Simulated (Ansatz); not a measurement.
# Ge (Fd-3m, 2 atoms in the cell): modes against uniaxial strain along [110]

Aim: how do the optical modes of Ge (Fd-3m, 2 atoms in the cell) shift and split under this strain?

Method: DFT LDA, scalar-relativistic, plane waves, PAW; PAW set soft_1, in Ansatz 0.2.0.

This is a report of a sequence of runs, with most program output left out.

## 1. The starting structure

The structure is cubic, space group Fd-3m (No. 227). Conventional cell: a = 5.658 Å, b = 5.658 Å, c = 5.658 Å, α = 90.00°, β = 90.00°, γ = 90.00°. Ge has 4 Ge at 2.45 Å nearest.

## 2. Relaxation

Harmonic phonons are second derivatives at a point where the forces vanish, and they are wanted at zero stress, so atoms and cell are relaxed first.

The input, input.yaml:

```yaml
crystal:
  lattice:
    - [0.0, 2.82891, 2.82891]
    - [2.82891, 0.0, 2.82891]
    - [2.82891, 2.82891, 0.0]
  atoms:
    - { symbol: Ge, position: [0.5, 0.5, 0.5] }
    - { symbol: Ge, position: [0.75, 0.75, 0.75] }
kpoints:
  mp_grid: { grid: [14, 14, 14] }
hamiltonian:
  xc: lda
  pseudopotentials: { kind: paw, azcp: { folder: soft_1 }, xc_functional: pbe }
scf:
  occupations: { method: gaussian, width: 0.1 }
output:
  forces: true
  stress: true
  eigenvalues: true
relax:
  adjacent_minimum: "off"
  f_tol: 0.005
  max_steps: 80
  cell: { stress_tol: 0.05 }
```

Launch:

```console
ansatz run input.yaml --threads 4 --pin off --max-ram 10240MiB --backend cpu --events-out ev --progress --plain --runs-dir out
```

It took 3.9 s on 4 threads of Intel Xeon 6975P-C (Granite Rapids), shared host; peak memory 0.4 GiB.

Step by step:

| step | energy less that of the first step (eV) | largest force component (eV/Å) | pressure (GPa) | volume (Å³) |
| --- | --- | --- | --- | --- |
| 1 | 0.0000 | 0.0000 | -1.32 | 45.28 |
| 2 | -0.0036 | 0.0000 | -0.26 | 44.58 |
| 3 | -0.0038 | 0.0000 | 0.01 | 44.41 |
| 4* | -0.0036 | 0.0000 | 0.01 | 44.41 |

Relaxation steps marked * repeat the geometry before them on a plane-wave basis chosen anew for their cell, so energy and pressure can jump there.

Forces are held to the 48 operations that the run works with; a distortion that breaks them can't arise in this run.

| conventional cell, symmetrised | before | after | change |
| --- | --- | --- | --- |
| a (Å) | 5.658 | 5.621 | -0.6 % |
| b (Å) | 5.658 | 5.621 | -0.6 % |
| c (Å) | 5.658 | 5.621 | -0.6 % |
| volume (Å³/atom) | 22.64 | 22.20 | -1.9 % |

The relaxed structure:

```
Ge
1.0
     0.00000    2.81071    2.81071
     2.81071    0.00000    2.81071
     2.81071    2.81071    0.00000
Ge
2
Direct
  0.50000 0.50000 0.50000
  0.75000 0.75000 0.75000
```

This step gave:

```yaml
pressure: 0.007987 GPa
volume_per_atom: 22.20 Å³
gap_on_the_k_mesh: 0 eV
```

In this step the volume went from 22.64 to 22.20 Å³/atom.

## 3. Tight relaxation

At this level the gap closes at Γ, and partly filled states there would soften the modes. So, after a tight relaxation on a Γ-centred mesh that is not shown, the volume is relaxed again on 12×12×12 points shifted off Γ, the mesh of all runs that follow.

input.yaml, the sections that differ from step 2:

```yaml
crystal:
  lattice:
    - [0.0, 2.8107113466, 2.8107113466]
    - [2.8107113466, 0.0, 2.8107113466]
    - [2.8107113466, 2.8107113466, 0.0]
  atoms:
    - { symbol: Ge, position: [0.5, 0.5, 0.5] }
    - { symbol: Ge, position: [0.75, 0.75, 0.75] }
kpoints:
  mp_grid: { grid: [12, 12, 12], shift: [0.5, 0.5, 0.5] }
scf:
  occupations: { method: gaussian, width: 0.015 }
relax:
  adjacent_minimum: "off"
  f_tol: 0.001
  max_steps: 60
  cell: { stress_tol: 0.01, fix: [shape] }
# hamiltonian, output: as in step 2
```

Wall time 4.7 s (4 threads); peak memory 0.45 GiB; 16 s of CPU time.

Little changed from the start: no atom moved by 0.005 Å and no cell edge by 0.1 %.

Numbers from this step:

```yaml
pressure: 6.63e-4 GPa
gap_on_the_k_mesh: 0.1678 eV
volume_per_atom: 22.21 Å³
```

The largest force component left is 0.27 meV/Å and the pressure is 0.001 GPa, within the tolerances set. The cell now holds 22.21 Å³/atom.

## 4. Zone-centre response at rest

The force constants come from the linear response of the density to a displacement.

The modes at rest are the reference of the series.

input.yaml, the sections that differ from step 3:

```yaml
crystal:
  lattice:
    - [0.0, 2.8107426723, 2.8107426723]
    - [2.8107426723, 0.0, 2.8107426723]
    - [2.8107426723, 2.8107426723, 0.0]
  atoms:
    - { symbol: Ge, position: [0.4999761676, 0.4999761676, 0.4999761676] }
    - { symbol: Ge, position: [0.7500238324, 0.7500238324, 0.7500238324] }
output:
  eigenvalues: true
phonons:
  method: dfpt
# kpoints, hamiltonian, scf: as in step 3
# relax: removed
```

The job ended after 13 s (4 threads; peak memory 1.3 GiB; 43 s of CPU time).

This step gave:

| Item | Value |
| --- | --- |
| sum-rule residual before enforcement | 7.89e-5 eV/Å² |
| highest optical mode at the zone centre (no LO-TO term) | 293.9 cm⁻¹ |
| lowest optical zone-centre mode | 293.9 cm⁻¹ |

Patterns of degenerate modes are one choice out of their space. Modes at Γ:

| mode | frequency (cm⁻¹) |
| --- | --- |
| 1 | 0.0 |
| 2 | 0.0 |
| 3 | 0.0 |
| 4 | 293.9 |
| 5 | 293.9 |
| 6 | 293.9 |

Displacements in mode 4 (293.9 cm⁻¹), the largest set to 1:
```
Ge1  0.00  1.00 -1.00
Ge2  0.00 -1.00  1.00
```

Before it was imposed, the acoustic sum rule was missed by 7.9e-5 eV/Å². Small misses are needed for a sound result but don't prove that mesh and cutoff are converged. The lowest optical mode is real, 294 cm⁻¹.

## 5. Relaxation of a member: uniaxial strain of +3 % along [110]

The cell takes a uniaxial strain of +3 % along [110]. The strained length and the angles are held, while the rest of the cell and the atoms relax.

input.yaml, the sections that differ from step 4:

```yaml
crystal:
  lattice:
    - [0.042410757, 2.8526541955, 2.7889906073]
    - [2.8526541955, 0.042410757, 2.7889906073]
    - [2.8950649524, 2.8950649524, 0.0]
  atoms:
    - { symbol: Ge, position: [0.5012769524, 0.5012769524, 0.498659564] }
    - { symbol: Ge, position: [0.7487230476, 0.7487230476, 0.751340436] }
  conventional_axes: [[0, 0, 1], [1, -1, 0], [1, 1, -1]]
output:
  forces: true
  stress: true
  eigenvalues: true
relax:
  adjacent_minimum: "off"
  f_tol: 0.001
  max_steps: 60
  cell: { stress_tol: 0.01, fix: [a, angles] }
# kpoints, hamiltonian, scf: as in step 4
# phonons: removed
```

Elapsed: 13 s, on 4 threads; peak memory 0.62 GiB.

The steps of the relaxation:

| step | energy less that of the first step (eV) | largest force component (eV/Å) | pressure (GPa) | volume (Å³) |
| --- | --- | --- | --- | --- |
| 1 | 0.0000 | 0.0746 | -1.45 | 45.38 |
| 2 | -0.0005 | 0.0015 | -1.20 | 45.20 |
| 3 | -0.0005 | 0.0008 | -1.20 | 45.20 |
| 4* | -0.0005 | 0.0008 | -1.20 | 45.20 |

Relaxation steps marked * repeat the geometry before them on a plane-wave basis chosen anew for their cell, so energy and pressure can jump there.

The run keeps the 4 symmetry operations that it works with, so distortions that break them were not tested.

| cell as run | before | after | change |
| --- | --- | --- | --- |
| a (Å) | 3.990 | 3.982 | -0.2 % |
| b (Å) | 3.990 | 3.982 | -0.2 % |
| c (Å) | 4.094 | 4.094 | -0.0 % |
| α (°) | 59.13 | 59.06 | -0.1 % |
| β (°) | 59.13 | 59.06 | -0.1 % |
| γ (°) | 59.74 | 59.87 | +0.2 % |
| volume (Å³/atom) | 22.69 | 22.60 | -0.4 % |

Final coordinates:

```
Ge
1.0
     0.04253    2.85253    2.77803
     2.85253    0.04253    2.77803
     2.89506    2.89506    0.00000
Ge
2
Cartesian
  2.8949 2.8949 2.7887
  4.3428 4.3428 4.1564
```

This step gave:

* pressure: -1.202 GPa
* gap on the k-mesh: 0.1415 eV
* volume per atom: 22.60 Å³

The largest force component left is 0.82 meV/Å.

## 6. Zone-centre modes of the member: uniaxial strain of +3 % along [110]

The zone-centre modes follow for uniaxial strain of +3 % along [110].

input.yaml, the sections that differ from step 5:

```yaml
crystal:
  lattice:
    - [0.0425305827, 2.8525343698, 2.7780280808]
    - [2.8525343698, 0.0425305827, 2.7780280808]
    - [2.8950649524, 2.8950649524, 0.0]
  atoms:
    - { symbol: Ge, position: [0.5019231832, 0.5019231832, 0.4980073645] }
    - { symbol: Ge, position: [0.7480768168, 0.7480768168, 0.7519926355] }
output:
  eigenvalues: true
phonons:
  method: dfpt
# kpoints, hamiltonian, scf: as in step 5
# relax: removed
```

Run time: 32 s. Hardware: 4 threads; peak memory 2.1 GiB; 1.8 min of CPU time.

This step gave:

- sum-rule residual before enforcement: 1.99e-5 eV/Å²
- highest optical mode at the zone centre (no LO-TO term): 292.7 cm⁻¹
- lowest optical zone-centre mode: 283.1 cm⁻¹

Patterns of degenerate modes are one choice out of their space. Modes at Γ:

| mode | frequency (cm⁻¹) |
| --- | --- |
| 1 | 0.0 |
| 2 | 0.0 |
| 3 | 0.0 |
| 4 | 283.1 |
| 5 | 287.1 |
| 6 | 292.7 |

The lowest optical mode is real, 283 cm⁻¹, and the highest lies at 292.7 cm⁻¹.

## 7. Relaxation of a member: uniaxial strain of -3 % along [110]

The cell takes a uniaxial strain of -3 % along [110]. The strained length and the angles are held, while the rest of the cell and the atoms relax.

input.yaml, the sections that differ from step 6:

```yaml
crystal:
  lattice:
    - [-0.0428395043, 2.7692598963, 2.8318382607]
    - [2.7692598963, -0.0428395043, 2.8318382607]
    - [2.7264203921, 2.7264203921, 0.0]
  atoms:
    - { symbol: Ge, position: [0.4986201739, 0.4986201739, 0.5013371245] }
    - { symbol: Ge, position: [0.7513798261, 0.7513798261, 0.7486628755] }
  conventional_axes: [[0, 0, 1], [1, -1, 0], [1, 1, -1]]
output:
  forces: true
  stress: true
  eigenvalues: true
relax:
  adjacent_minimum: "off"
  f_tol: 0.001
  max_steps: 60
  cell: { stress_tol: 0.01, fix: [a, angles] }
# kpoints, hamiltonian, scf: as in step 6
# phonons: removed
```

It took 11 s on 4 threads; peak memory 0.62 GiB; 42 s of CPU time.

Step by step:

| step | energy less that of the first step (eV) | largest force component (eV/Å) | pressure (GPa) | volume (Å³) |
| --- | --- | --- | --- | --- |
| 1 | 0.0000 | 0.0984 | 1.75 | 43.42 |
| 2 | -0.0006 | 0.0115 | 1.45 | 43.58 |
| 3 | -0.0006 | 0.0008 | 1.42 | 43.59 |
| 4* | -0.0006 | 0.0008 | 1.42 | 43.59 |

Relaxation steps marked * repeat the geometry before them on a plane-wave basis chosen anew for their cell, so energy and pressure can jump there.

The run keeps the 4 symmetry operations that it works with, so distortions that break them were not tested.

| conventional cell, symmetrised | before | after | change |
| --- | --- | --- | --- |
| a (Å) | 3.856 | 3.856 | +0.0 % |
| b (Å) | 3.977 | 3.978 | +0.0 % |
| c (Å) | 5.664 | 5.684 | +0.4 % |
| volume (Å³/atom) | 21.71 | 21.80 | +0.4 % |

Final coordinates:

```
Ge
1.0
    -0.04328    2.76970    2.84212
     2.76970   -0.04328    2.84212
     2.72642    2.72642    0.00000
Ge
2
Direct
  0.49792 0.49792 0.50204
  0.75208 0.75208 0.74796
```

Numbers from this step:

```
pressure          : 1.418 GPa
volume per atom   : 21.80 Å³
gap on the k-mesh : 0.06077 eV
```

The largest force component left is 0.84 meV/Å.

## 8. Zone-centre modes of the member: uniaxial strain of -3 % along [110]

The zone-centre modes follow for uniaxial strain of -3 % along [110].

input.yaml, the sections that differ from step 7:

```yaml
crystal:
  lattice:
    - [-0.0432806706, 2.7697010626, 2.8421170952]
    - [2.7697010626, -0.0432806706, 2.8421170952]
    - [2.7264203921, 2.7264203921, 0.0]
  atoms:
    - { symbol: Ge, position: [0.497920412, 0.497920412, 0.5020408324] }
    - { symbol: Ge, position: [0.752079588, 0.752079588, 0.7479591676] }
output:
  eigenvalues: true
phonons:
  method: dfpt
# kpoints, hamiltonian, scf: as in step 7
# relax: removed
```

It took 31 s on 4 threads; peak memory 2.1 GiB.

Numbers from this step:

```yaml
sum_rule_residual_before_enforcement: 1.00e-5 eV/Å²
highest_optical_mode_at_the_zone_centre_no_lo_to_term: 302.2 cm⁻¹
lowest_optical_zone_centre_mode: 294.9 cm⁻¹
```

Patterns of degenerate modes are one choice out of their space. Modes at Γ:

| mode | frequency (cm⁻¹) |
| --- | --- |
| 1 | 0.0 |
| 2 | 0.0 |
| 3 | 0.0 |
| 4 | 294.9 |
| 5 | 300.4 |
| 6 | 302.2 |

The lowest optical mode is real, 295 cm⁻¹, and the highest lies at 302.2 cm⁻¹.

Between step 4 and this run (strain -3 %) the value for the highest optical mode at the zone centre (no LO-TO term) moves from 294 cm⁻¹ to 302 cm⁻¹ (+3 %).

## 9. The series together

The members are set side by side, also those not shown above.

Stress is positive in compression; energies are extrapolated to zero smearing, and E0 is that at rest; members with a gap under 0.05 eV are left out; the edges not held and the atoms are relaxed in each cell; all runs use 12×12×12 k points and Gaussian smearing of 0.015 eV. State of the crystal along the series:

| strain (%) | stress along the axis (GPa) | free strain along [-110] (%) | free strain along [001] (%) | E - E0 (meV/atom) |
| --- | --- | --- | --- | --- |
| -3 | 4.258 | 0.07966 | 1.116 | 8.667 |
| -2 | 2.759 | 0.04827 | 0.7505 | 3.764 |
| -1 | 1.338 | 0.02155 | 0.3807 | 0.9162 |
| 0 | -0.00631 | 0 | 0 | 0 |
| 1 | -1.279 | -0.004335 | -0.3897 | 0.8982 |
| 2 | -2.478 | -0.01776 | -0.7739 | 3.494 |
| 3 | -3.607 | -0.02629 | -1.164 | 7.677 |

Optical modes are counted from below at rest and tracked from member to member by their patterns, and modes that stay within 0.3 cm⁻¹ of each other stand once; labels, where given, are those at rest; members with a gap under 0.05 eV are left out; the edges not held and the atoms are relaxed in each cell; all runs use 12×12×12 k points and Gaussian smearing of 0.015 eV. Optical modes along the series:

| strain (%) | optical mode 1, moving along [110] (cm⁻¹) | optical mode 2, moving along [001] (cm⁻¹) | optical mode 3, moving along [-110] (cm⁻¹) |
| --- | --- | --- | --- |
| -3 | 302.2 | 300.4 | 294.9 |
| -2 | 299.7 | 298.3 | 294.5 |
| -1 | 297 | 296.1 | 294.2 |
| 0 | 293.9 | 293.9 | 293.9 |
| 1 | 290.5 | 291.6 | 293.5 |
| 2 | 286.9 | 289.4 | 293.2 |
| 3 | 283.1 | 287.1 | 292.7 |

Value and slope at zero strain of a cubic (a lower polynomial where under five rows exist) through the rows within 2 % of rest. Slopes at rest:

| mode | frequency (cm⁻¹) | shift per percent of strain (cm⁻¹) | shift per GPa of compressive stress (cm⁻¹) |
| --- | --- | --- | --- |
| optical mode 1, moving along [110] | 293.9 | -3.22 | 2.46 |
| optical mode 2, moving along [001] | 293.9 | -2.23 | 1.71 |
| optical mode 3, moving along [-110] | 293.9 | -0.31 | 0.24 |

## 10. Outcome

```yaml
members: 7
highest_optical_mode_at_the_zone_centre_no_lo_to_term_at_rest: 293.9 cm⁻¹
young_s_modulus_along_110: 131 GPa
optical_mode_1_moving_along_110_shift_per_percent: -3.22 cm⁻¹
optical_mode_2_moving_along_001_shift_per_percent: -2.23 cm⁻¹
optical_mode_3_moving_along_minus_110_shift_per_percent: -0.31 cm⁻¹
```

What this shows: The stress changes by 1.31 GPa for each percent, a Young’s modulus of 131 GPa along [110]. For each percent the free edges respond with -0.01 % along [-110] and -0.39 % along [001]. The strain lowers the symmetry: the level at 293.9 cm⁻¹ splits, into 302.2, 300.4 and 294.9 cm⁻¹ at -3 %. The fastest shift in the table of slopes is -3.2 cm⁻¹ for each percent (optical mode 1, moving along [110]), or 2.5 cm⁻¹ for each GPa of compressive stress. For small strain, the measured shift of a line that Raman or infrared light can see, divided by its slope, estimates the stress, if the state of stress is of this kind. At strain (%) -4 and 4 the gap on the mesh is under 0.05 eV, where mesh and smearing no longer suit, so these members are left out. These are harmonic frequencies at zero temperature: anharmonic shifts, linewidths and thermal expansion are left out. The PAW files were made for PBE; the program adapts parts of them to the functional of the run, but their partial waves stay those of PBE, an approximation that was not tested in this session. Only the zone centre was solved, so an instability at another wavevector cannot show here. The k mesh is shifted off Γ, so the gap on the mesh misses a band edge that lies there. The shift also lowers the symmetry that the program can use, which splits degenerate modes slightly; labels are left out.

[Logs are printed without paths, hosts, clocks, repeated set-up lines and the standing remarks that a program may print on its own settings, such as how far it seeks lower states.]

[Hosts, paths, dates, database ids (printed as entryN), source tags and the programs' standing remarks are cut or masked in the printed files.]
